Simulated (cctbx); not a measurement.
**A disordered crystal of nominal HfMg3B2**

Cell a = 5.7160 Å, b = 5.7160 Å, c = 3.6180 Å, α = 90.00°, β = 90.00°, γ = 120.00°; space group P6/mmm (no. 191); nominal formula HfMg3B2.

The data are simulated with cctbx, not measured: Cu Kα, λ = 1.54184 Å, to d = 0.83 Å, 95 % of the full sphere, strongest reflection 20000 counts, noise from counting, a 3 % proportional error and a noise floor of 2 counts (s.d.); no absorption.

With every site full:

```text
Rint 0.026, 56 unique reflections to 0.83 A
cycle     R1     wR2    GooF  max shift (A)
   1  0.1118  0.2528  25.965   0.00000
   2  0.0155  0.0405   4.156   0.00000
final R1 0.0155 wR2 0.0405 GooF 4.156  parameters 7  data/parameter 8.0
atom        x        y        z      Ueq    occ   su(xyz)  su(Uiso or U11)
Hf1    0.00000  0.00000  0.00000   0.0042  1.000  0.00000  0.0004
Mg2    0.00000  0.50000  0.50000  -0.0025  1.000  0.00000  0.0012  NPD
B1     0.66667  0.33333  0.00000   0.0037  1.000  0.00000  0.0041
difference map: max 1.16 min -0.45 rms 0.19
Q1    0.0000  0.5000  0.5000    3    1.16  0.00 A from Mg2
Q2    0.0000  0.0000  0.0000    1    0.90  0.00 A from Hf1
Q3    0.1759  0.3518  0.5000    6    0.20  1.61 A from Mg2
Q4    0.1618  0.3237  0.0000    6    0.19  1.60 A from Hf1
Q5    0.1031  0.4098  0.1832   24    0.14  1.49 A from Mg2
Q6    0.0000  0.2593  0.0000    6    0.06  1.48 A from Hf1
```

With the occupancies of the suspect sites free, each still typed as its main element:

```text
Rint 0.026, 56 unique reflections to 0.83 A
cycle     R1     wR2    GooF  max shift (A)
   1  0.0606  0.1491  15.632   0.00000
   3  0.0036  0.0084   0.881   0.00000
final R1 0.0037 wR2 0.0084 GooF 0.879  parameters 9  data/parameter 6.2
atom        x        y        z      Ueq    occ   su(xyz)  su(Uiso or U11)
Hf1    0.00000  0.00000  0.00000   0.0048  0.942  0.00000  0.0001
Mg2    0.00000  0.50000  0.50000   0.0039  1.059  0.00000  0.0003
B1     0.66667  0.33333  0.00000   0.0082  1.000  0.00000  0.0014
su of occupancy Hf1: 0.019
su of occupancy Mg2: 0.022
difference map: max 0.13 min -0.20 rms 0.04
Q1    0.1603  0.3207  0.0000    6    0.13  1.59 A from Hf1
Q2    0.0000  0.3469  0.5000    6    0.12  0.88 A from Mg2
Q3    0.1008  0.4317  0.1956   24    0.10  1.39 A from Mg2
Q4    0.1778  0.5889  0.5000    6    0.10  0.88 A from Mg2
Q5    0.0000  0.1718  0.2780   12    0.08  1.41 A from Hf1
Q6    0.1983  0.3965  0.5000    6    0.06  1.52 A from Mg2
```

**Question.** What is the disorder?

X-rays count electrons. Hf1 refines to 0.942(0.019), or 67.8 electrons; the site truly holds 0.95 Hf and 0.05 Mg, 69.0 electrons, which is 0.958 of Hf; Mg2 refines to 1.059(0.022), or 12.7 electrons; the site truly holds 0.9833 Mg and 0.0167 Hf, 13.0 electrons, which is 1.083 of Mg. A value under 1 can't tell vacancies from a lighter guest, and one over 1 needs a heavier guest; chemistry or a second radiation must settle which. Occupancy correlates with U and the scale, and the two elements' form factors differ in shape, so the match is approximate.

Freeing them takes R1 from 0.0155 to 0.0037 and GooF from 4.16 to 0.88.

The model is made up (kin elements in a known structure type, no relaxation), so it says nothing on whether the phase exists.

[Middle refinement cycles are left out of these outputs.]

[Logs are printed without paths, hosts, clocks, repeated set-up lines and the standing remarks that a program may print on its own settings, such as how far it seeks lower states.]
